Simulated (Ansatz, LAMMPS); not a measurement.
# Relaxing a frame of liquid acetonitrile from 298 K (114 atoms), part 2 of 3

Aim: bring a frame of liquid acetonitrile from 298 K (114 atoms) to a nearby minimum of the energy and see what moves.

Ansatz 0.2.0; Kohn-Sham DFT, PBE+D4, PAW (set soft_2), plane waves.

The cell: 38 C, 19 N and 57 H. The network of contacts between molecules at the start is that of the classical potential that made the cell. Only the Γ point is sampled, in a cell whose shortest periodic width is 12 Å.

So far. Step 3 (Single point at the start): Neighbours are counted within 1.34 Å (H-C), 1.85 Å (C-C), 1.62 Å (C-N).

## Step 4: Cell and atoms relaxed

The cell is relaxed with the atoms, since the starting lattice needn't suit this functional.

input.yaml reads:

```yaml
crystal:
  lattice:
    - [11.83169, 0.0, 0.0]
    - [0.0, 11.83169, 0.0]
    - [0.0, 0.0, 11.83169]
  atoms:
    [... the 114 atom lines of step 3 ...]
kpoints:
  mp_grid: { grid: [1, 1, 1] }
hamiltonian:
  xc: pbe
  dispersion: d4
scf:
  occupations: { method: fixed }
output:
  forces: true
relax:
  f_tol: 0.03
  max_steps: 200
  cell: {}
```

Launch:

```sh
$ ansatz run input.yaml --threads 4 --pin off --max-ram 8192MiB --backend cpu --events-out ev --progress --plain --runs-dir out
```

Numbers of over 12 decimals in the logs are rounded to 6 here.

The log of the run:

```text
[...]
Crystal: 114 atoms, lattice volume = 1656.305 Å³
Basis set: ecut = 420 eV, 32423 PW (Γ), exchange–correlation on 160×160×160 points (8 copies of the dense FFT grid, shifted against one another)
Bands: 266, of which v1, the nominal top of the filled ones, is band 152 counted from 1 (151 counted from 0)
Symmetry: 1 space group operations
[...]
k-points: 1
[...]
SCF iter   1: F=—  HF=-17736.773716 eV  |F-HF|=—  |Δ(HF+E_count)|=         —  Δρ=3.24e-3  dr2=2.44e-1  ethr=1.77e-3  ⟨swp⟩=5.0  Hψ=822  notcnv=0  defer=109
[...]
SCF iter   3: F=—  HF=-17736.825827 eV  |F-HF|=—  |Δ(HF+E_count)|=   6.06e-3  Δρ=1.08e-3  dr2=3.26e-2  ethr=2.89e-5  ⟨swp⟩=3.0  Hψ=316  notcnv=0  defer=41
automatic band count: iteration 3 solves 195 bands in place of 266: the levels show a gap, and the empty bands left out lie too high to hold charge; the band table lists the bands solved (type scf.n_extra_bands for more)
SCF iter   4: F=—  HF=-17736.826820 eV  |F-HF|=—  |Δ(HF+E_count)|=   9.93e-4  Δρ=2.92e-4  dr2=2.41e-3  ethr=1.07e-5  ⟨swp⟩=4.0  Hψ=313  notcnv=0  defer=41
[...]
SCF iter  11: F=-17736.826265 eV  HF=-17736.826265 eV  |F-HF|=1.48e-8  |Δ(HF+E_count)|=   1.65e-8  Δρ=1.11e-6  dr2=2.49e-8  ethr=3.29e-11  ⟨swp⟩=4.0  Hψ=637  notcnv=0
SCF 1 converged in 11 iterations: F = -17736.826265 eV  dr2 = 2.49e-8
[...]
relax step   1: F+E_penalty+E_count = -17736.82626459 eV  Δ(F+E_penalty+E_count) = +0.000e0 eV  max|allowed force component| = 6.067e0 eV/Å  Δτ_max = 0.0000 Å  P = -0.348 GPa  Ω = 1656.305 Å³  (11 SCF iters, dr2 threshold 1.00e-7 eV, accepted)
[... from here on, the SCF cycles and remarks between the steps are left out ...]
relax step   2: F+E_penalty+E_count = -17739.65526098 eV  Δ(F+E_penalty+E_count) = -2.829e0 eV  max|allowed force component| = 8.482e-1 eV/Å  Δτ_max = 0.1948 Å  P = -0.396 GPa  Ω = 1650.869 Å³  energy of the carried Pulay correction = +1.038e-2 eV  (8 SCF iters, dr2 threshold 1.14e-5 eV, accepted)
relax step   3: F+E_penalty+E_count = -17740.32441096 eV  Δ(F+E_penalty+E_count) = -6.691e-1 eV  max|allowed force component| = 8.376e-1 eV/Å  Δτ_max = 0.1941 Å  P = -0.401 GPa  Ω = 1620.542 Å³  energy of the carried Pulay correction = +6.891e-2 eV  (8 SCF iters, dr2 threshold 1.14e-5 eV, accepted)
relax step   4: F+E_penalty+E_count = -17740.62214152 eV  Δ(F+E_penalty+E_count) = -2.977e-1 eV  max|allowed force component| = 4.717e-1 eV/Å  Δτ_max = 0.1929 Å  P = -0.402 GPa  Ω = 1596.230 Å³  energy of the carried Pulay correction = +1.166e-1 eV  (8 SCF iters, dr2 threshold 1.14e-5 eV, accepted)
relax step   5: F+E_penalty+E_count = -17740.83409920 eV  Δ(F+E_penalty+E_count) = -2.120e-1 eV  max|allowed force component| = 7.741e-1 eV/Å  Δτ_max = 0.1925 Å  P = -0.431 GPa  Ω = 1577.387 Å³  energy of the carried Pulay correction = +1.541e-1 eV  (8 SCF iters, dr2 threshold 1.14e-5 eV, accepted)
relax step   6: F+E_penalty+E_count = -17740.99848527 eV  Δ(F+E_penalty+E_count) = -1.644e-1 eV  max|allowed force component| = 4.583e-1 eV/Å  Δτ_max = 0.1949 Å  P = -0.344 GPa  Ω = 1568.757 Å³  energy of the carried Pulay correction = +1.714e-1 eV  (8 SCF iters, dr2 threshold 1.14e-5 eV, accepted)
relax step   7: F+E_penalty+E_count = -17741.09911151 eV  Δ(F+E_penalty+E_count) = -1.006e-1 eV  max|allowed force component| = 5.121e-1 eV/Å  Δτ_max = 0.1832 Å  P = +0.014 GPa  Ω = 1565.653 Å³  energy of the carried Pulay correction = +1.777e-1 eV  (8 SCF iters, dr2 threshold 1.14e-5 eV, accepted)
relax step   8: F+E_penalty+E_count = -17741.09094765 eV  Δ(F+E_penalty+E_count) = +8.164e-3 eV  max|allowed force component| = 9.687e-1 eV/Å  Δτ_max = 0.1950 Å  P = -0.843 GPa  Ω = 1546.910 Å³  energy of the carried Pulay correction = +2.156e-1 eV  (8 SCF iters, dr2 threshold 1.14e-5 eV, rejected (line search))
relax step   9: F+E_penalty+E_count = -17741.18645099 eV  Δ(F+E_penalty+E_count) = -8.734e-2 eV  max|allowed force component| = 2.700e-1 eV/Å  Δτ_max = 0.0975 Å  P = -0.001 GPa  Ω = 1553.944 Å³  energy of the carried Pulay correction = +2.013e-1 eV  (13 SCF iters, accepted)
relax step  10: F+E_penalty+E_count = -17741.24847720 eV  Δ(F+E_penalty+E_count) = -6.203e-2 eV  max|allowed force component| = 2.072e-1 eV/Å  Δτ_max = 0.0990 Å  P = -0.145 GPa  Ω = 1544.969 Å³  energy of the carried Pulay correction = +2.196e-1 eV  (7 SCF iters, dr2 threshold 4.56e-6 eV, accepted)
relax step  11: F+E_penalty+E_count = -17741.30576863 eV  Δ(F+E_penalty+E_count) = -5.729e-2 eV  max|allowed force component| = 3.629e-1 eV/Å  Δτ_max = 0.1430 Å  P = -0.301 GPa  Ω = 1537.698 Å³  energy of the carried Pulay correction = +2.345e-1 eV  (8 SCF iters, dr2 threshold 2.68e-6 eV, accepted)
relax step  12: F+E_penalty+E_count = -17741.35136771 eV  Δ(F+E_penalty+E_count) = -4.560e-2 eV  max|allowed force component| = 6.290e-1 eV/Å  Δτ_max = 0.1924 Å  P = -0.486 GPa  Ω = 1532.725 Å³  energy of the carried Pulay correction = +2.447e-1 eV  (8 SCF iters, dr2 threshold 8.23e-6 eV, accepted)
[...]
relax step  58: F+E_penalty+E_count = -17741.73145405 eV  Δ(F+E_penalty+E_count) = -1.541e-3 eV  max|allowed force component| = 4.172e-2 eV/Å  Δτ_max = 0.1102 Å  P = -0.021 GPa  Ω = 1452.942 Å³  energy of the carried Pulay correction = +9.449e-2 eV  (9 SCF iters, dr2 threshold 2.22e-7 eV, accepted)
relax step  59: F+E_penalty+E_count = -17741.73358698 eV  Δ(F+E_penalty+E_count) = -2.133e-3 eV  max|allowed force component| = 6.244e-2 eV/Å  Δτ_max = 0.0853 Å  P = -0.008 GPa  Ω = 1452.804 Å³  energy of the carried Pulay correction = +9.486e-2 eV  (9 SCF iters, dr2 threshold 1.09e-7 eV, accepted)
relax step  60: F+E_penalty+E_count = -17741.73425191 eV  Δ(F+E_penalty+E_count) = -6.649e-4 eV  max|allowed force component| = 1.615e-1 eV/Å  Δτ_max = 0.1410 Å  P = -0.123 GPa  Ω = 1451.140 Å³  energy of the carried Pulay correction = +9.830e-2 eV  (9 SCF iters, dr2 threshold 2.44e-7 eV, rejected (line search))
relax step  61: F+E_penalty+E_count = -17741.73867915 eV  Δ(F+E_penalty+E_count) = -5.092e-3 eV  max|allowed force component| = 9.780e-2 eV/Å  Δτ_max = 0.0691 Å  P = +0.047 GPa  Ω = 1451.059 Å³  energy of the carried Pulay correction = +9.837e-2 eV  (12 SCF iters, accepted)
relax step  62: F+E_penalty+E_count = -17741.74178074 eV  Δ(F+E_penalty+E_count) = -3.102e-3 eV  max|allowed force component| = 5.308e-2 eV/Å  Δτ_max = 0.0961 Å  P = -0.034 GPa  Ω = 1450.554 Å³  energy of the carried Pulay correction = +9.941e-2 eV  (8 SCF iters, dr2 threshold 5.98e-7 eV, accepted)
relax step  63: F+E_penalty+E_count = -17741.74153771 eV  Δ(F+E_penalty+E_count) = +2.430e-4 eV  max|allowed force component| = 7.473e-2 eV/Å  Δτ_max = 0.0382 Å  P = -0.046 GPa  Ω = 1451.196 Å³  energy of the carried Pulay correction = +9.807e-2 eV  (8 SCF iters, dr2 threshold 1.76e-7 eV, accepted)
relax step  64: F+E_penalty+E_count = -17741.74307891 eV  Δ(F+E_penalty+E_count) = -1.541e-3 eV  max|allowed force component| = 2.366e-2 eV/Å  Δτ_max = 0.0314 Å  P = -0.017 GPa  Ω = 1450.909 Å³  energy of the carried Pulay correction = +9.856e-2 eV  (8 SCF iters, dr2 threshold 3.49e-7 eV, accepted)
relax step  65: F+E_penalty+E_count = -17741.65858884 eV  Δ(F+E_penalty+E_count) = +8.449e-2 eV  max|allowed force component| = 2.278e-2 eV/Å  Δτ_max = 0.0000 Å  P = -0.062 GPa  Ω = 1450.909 Å³  stress off target by 1.17e-1 GPa  SCF on the basis re-selected at this cell (its energy is not comparable with the rows above)  (8 SCF iters)
relax step  66: F+E_penalty+E_count = -17741.69638716 eV  Δ(F+E_penalty+E_count) = -3.780e-2 eV  max|allowed force component| = 1.710e-1 eV/Å  Δτ_max = 0.1261 Å  P = -0.106 GPa  Ω = 1435.241 Å³  energy of the carried Pulay correction = +3.400e-2 eV  (10 SCF iters, dr2 threshold 3.44e-8 eV, accepted)
relax step  67: F+E_penalty+E_count = -17741.71524773 eV  Δ(F+E_penalty+E_count) = -1.886e-2 eV  max|allowed force component| = 2.239e-1 eV/Å  Δτ_max = 0.1564 Å  P = +0.206 GPa  Ω = 1422.861 Å³  energy of the carried Pulay correction = +6.016e-2 eV  (8 SCF iters, dr2 threshold 1.83e-6 eV, rejected (line search))
relax step  68: F+E_penalty+E_count = -17741.69899329 eV  Δ(F+E_penalty+E_count) = -2.606e-3 eV  max|allowed force component| = 3.036e-2 eV/Å  Δτ_max = 0.0759 Å  P = +0.012 GPa  Ω = 1435.882 Å³  energy of the carried Pulay correction = +3.284e-2 eV  (12 SCF iters, accepted)
relax step  69: F+E_penalty+E_count = -17741.70219203 eV  Δ(F+E_penalty+E_count) = -3.199e-3 eV  max|allowed force component| = 1.455e-2 eV/Å  Δτ_max = 0.0409 Å  P = +0.004 GPa  Ω = 1435.115 Å³  energy of the carried Pulay correction = +3.462e-2 eV  (9 SCF iters, dr2 threshold 5.76e-8 eV, accepted)
relax step  70: F+E_penalty+E_count = -17741.67065318 eV  Δ(F+E_penalty+E_count) = +3.154e-2 eV  max|allowed force component| = 1.410e-2 eV/Å  Δτ_max = 0.0000 Å  P = -0.008 GPa  Ω = 1435.115 Å³  stress off target by 4.45e-2 GPa  SCF on the basis re-selected at this cell (its energy is not comparable with the rows above)  (6 SCF iters)
[...]
SCF converged after 6 iterations
Free energy (F): -17741.670653 eV
[...]
Internal energy: -17741.670653 eV  (E = F + TS)
E sigma→0 (E₀):  -17741.670653 eV
Fermi energy:    -3.261237 eV
[...]
--- Forces (eV/Å), atoms counted from 1 ---
  atom   1  C     -0.00311448    -0.00037539    -0.00023438
  atom   2  C     -0.01319836    -0.00897859     0.00662455
  atom   3  N      0.01409660     0.00787904    -0.00741164
  atom   4  H     -0.00032352     0.00376883     0.00037647
  atom   5  H      0.00019255    -0.00082633     0.00245132
  atom   6  H      0.00083597    -0.00147453    -0.00151962
  atom   7  C     -0.00098336     0.00082245     0.00152165
  atom   8  C      0.00629436    -0.00137624     0.00101605
  atom   9  N     -0.00515539     0.00260415    -0.00167946
  atom  10  H      0.00049351    -0.00099095    -0.00156624
  atom  11  H     -0.00172298     0.00053529     0.00137131
  atom  12  H     -0.00039028     0.00038710    -0.00163380
  atom  13  C     -0.00018394     0.00187953    -0.00146723
  atom  14  C      0.00052738    -0.00085045    -0.00026583
[...]
atom 113  H     -0.00321011     0.00252429    -0.00069993
  atom 114  H     -0.00210389     0.00046947     0.00222380
  max |Σ_I F_I| component: 1.23e-5 eV/Å
--- Stress (GPa, compression-positive) ---
       -0.040773      -0.004352      -0.011438
       -0.004352       0.017782      -0.010457
       -0.011438      -0.010457      -0.000114
  P = ⅓ Tr σ = -0.0077 GPa (-0.077 kbar)
--- Relaxed structure (67 steps of the walk, 60 accepted, 3 SCFs on fresh bases) ---
  F+E_penalty+E_count = -17741.67065318 eV   max|allowed force component| = 1.410e-2 eV/Å   (the final SCF, on the basis selected at the relaxed cell)
  cell:  # Å, volume = 1435.1152 Å³
    - [10.754967, -0.219438, -0.569622]
    - [-0.219438, 11.768554, -0.353113]
    - [-0.569622, -0.353113, 11.384266]
  atoms:
    - { symbol: C, position: [0.772495, 0.498219, 0.167036] }
    - { symbol: C, position: [0.669668, 0.439519, 0.213247] }
    - { symbol: N, position: [0.586234, 0.391987, 0.248954] }
    - { symbol: H, position: [0.776567, 0.588887, 0.196558] }
[...]
- { symbol: H, position: [0.341008, 0.528694, 0.994743] }
```

It took 19 min on 4 threads of Arm Neoverse N1, shared host; peak memory 1.5 GiB; 72 min of CPU time.

The steps of the relaxation (22 of 70):

```tsv
step	energy less that of the first step (eV)	largest force component (eV/Å)	pressure (GPa)	volume (Å³)
1	0.0000	6.0666	-0.35	1656.31
4	-3.7959	0.4717	-0.40	1596.23
8	-4.2647	0.9687	-0.84	1546.91
11	-4.4795	0.3629	-0.30	1537.70
14	-4.6139	0.0344	-0.01	1530.38
17	-4.6836	0.0156	0.00	1521.07
21	-4.7179	0.6091	-0.29	1515.87
24	-4.7679	0.1946	-0.10	1513.71
27	-4.8041	0.8110	0.11	1506.98
31	-4.8313	0.1164	-0.07	1508.66
34	-4.8473	0.0798	-0.03	1507.96
37	-4.8570	0.0296	-0.01	1506.54
40	-4.8765	0.0826	0.01	1503.69
44	-4.9016	0.6350	-0.21	1498.20
47	-4.9193	0.2858	-0.06	1498.66
50	-4.9138	0.5819	0.30	1500.26
54	-4.8901	0.0785	0.00	1453.58
57	-4.9036	0.0596	-0.02	1452.40
60	-4.9080	0.1615	-0.12	1451.14
63	-4.9153	0.0747	-0.05	1451.20
67	-4.8890	0.2239	0.21	1422.86
70*	-4.8444	0.0141	-0.01	1435.12
```

Relaxation steps marked * repeat the geometry before them on a plane-wave basis chosen anew for their cell, so energy and pressure can jump there. Other such steps can lie between the rows shown. Relaxation steps 8, 21, 44, 49, 50, 60, 67 were tried and not accepted.

```tsv
cell as run	before	after	change
a (Å)	11.832	10.772	-9.0 %
b (Å)	11.832	11.776	-0.5 %
c (Å)	11.832	11.404	-3.6 %
α (°)	90.00	93.44	+3.8 %
β (°)	90.00	95.86	+6.5 %
γ (°)	90.00	92.14	+2.4 %
volume (Å³/atom)	14.53	12.59	-13.4 %
```

The atoms that moved most (Å, as changes of fractional coordinates times the final cell):

```tsv
atom	dx	dy	dz	length
N3	-1.445	1.641	0.698	2.295
H4	1.635	1.006	0.987	2.158
H23	-0.665	0.895	1.567	1.923
H47	1.578	1.064	-0.225	1.916
H88	-0.356	-1.208	-1.418	1.897
H6	1.659	-0.793	-0.286	1.861
N81	0.545	1.739	0.310	1.849
H96	-1.331	-0.851	0.540	1.669
```

The relaxation changed the energy by -42.5 meV/atom, and atoms moved by 1.0 Å r.m.s., 2.3 Å at most.

## Step 5: Structure statistics after relaxation

Bonds before and after, by the cutoffs listed below:

```tsv
pair	bonds before	bonds after	mean before (Å)	mean after (Å)	spread before (Å)	spread after (Å)
H-C	57	57	1.091	1.098	0.029	0.001
C-C	19	19	1.466	1.446	0.025	0.001
C-N	19	19	1.167	1.162	0.020	0.001
```

Density 0.902 g/cm³, 12.59 Å³ an atom.

Pair distribution functions g(r), in bins of 0.2 Å:

```tsv
r (Å)	total	H-H	H-C	H-N	C-C	C-N	N-N
1.00	4.26	0.00	12.75	0.00	0.00	0.00	0.00
1.20	1.28	0.00	0.21	0.00	0.00	10.90	0.00
1.40	0.82	0.00	0.00	0.00	7.40	0.00	0.00
1.60	0.00	0.00	0.00	0.00	0.00	0.00	0.00
1.80	1.58	6.33	0.00	0.00	0.00	0.00	0.00
2.00	1.02	0.00	3.06	0.00	0.00	0.00	0.00
2.20	0.17	0.07	0.41	0.11	0.00	0.00	0.00
2.40	0.36	0.17	0.00	1.91	0.00	0.00	0.00
2.60	0.56	0.31	0.00	1.47	0.00	2.18	0.00
2.80	0.42	0.67	0.17	1.15	0.00	0.00	0.00
3.00	0.60	0.81	0.65	1.06	0.00	0.00	0.00
3.20	1.08	0.52	0.91	3.84	0.00	0.07	0.00
3.40	1.14	0.79	1.31	0.78	0.47	2.85	0.00
3.60	1.23	0.49	1.25	1.09	0.95	3.50	0.47
3.80	1.14	1.09	0.93	1.09	1.92	1.17	1.29
4.00	1.21	0.84	1.23	1.65	1.19	1.04	2.56
4.20	1.29	1.46	1.12	1.14	1.93	0.80	2.16
4.40	0.99	1.25	0.96	0.79	1.26	0.49	1.14
4.60	1.01	1.03	1.08	0.50	1.66	0.75	1.33
4.80	1.04	1.09	1.21	0.59	1.14	0.90	1.25
5.00	1.14	1.21	1.25	0.67	1.31	1.11	1.25
5.20	1.05	1.33	1.14	0.57	1.33	0.68	0.95
```

Bonds by pair of elements; cutoffs follow the first minimum of g(r), held within bounds set by covalent radii, and pairs that aren't listed don't count as bonded:

```tsv
pair A-B	cutoff (Å)	bonds	mean length (Å)	spread (Å)	shortest (Å)	B about A	A about B
H-C	1.34	57	1.10	0.001	1.10	1	1.5
C-C	1.82	19	1.45	0.001	1.44	1	1
C-N	1.62	19	1.16	0.001	1.16	0.5	1
```

How many atoms have how many bonded neighbours:

```tsv
element	mean	1	2	4
C	3	0	19	19
H	1	57	0	0
N	1	19	0	0
```

Bond angles, per cent of each kind in bins of 5°:

```tsv
angle (°)	C-C-H	H-C-H	C-C-N
105–110	68.4	87.7	0.0
110–115	31.6	12.3	0.0
115–120	0.0	0.0	0.0
120–125	0.0	0.0	0.0
125–130	0.0	0.0	0.0
130–135	0.0	0.0	0.0
135–140	0.0	0.0	0.0
140–145	0.0	0.0	0.0
145–150	0.0	0.0	0.0
150–155	0.0	0.0	0.0
155–160	0.0	0.0	0.0
160–165	0.0	0.0	0.0
165–170	0.0	0.0	0.0
170–175	0.0	0.0	0.0
175–180	0.0	0.0	100.0
```

Bond angles (no mean is given where the spread exceeds 20°):

```tsv
angle	count	mean (°)	spread (°)
C-C-H	57	110	0.6
H-C-H	57	109	0.7
C-C-N	19	179	0.4
```

Bond length by coordination (bonds to H left out):

```tsv
element	coordination	atoms	mean bond length (Å)
C	2	19	1.30
C	4	19	1.45
```

With the cutoffs above, 50 % of C atoms have 2 and as many 4, all H atoms have 1 and all N atoms have 1 bonded neighbour. The C-C-H angle averages 110° with a spread of 0.6°.

(Continued in part 3 of 3.)

[Logs are printed without paths, hosts, clocks, repeated set-up lines and the standing remarks that a program may print on its own settings, such as how far it seeks lower states.]

[Hosts, paths, dates, database ids (printed as entryN), source tags and the programs' standing remarks are cut or masked in the printed files.]
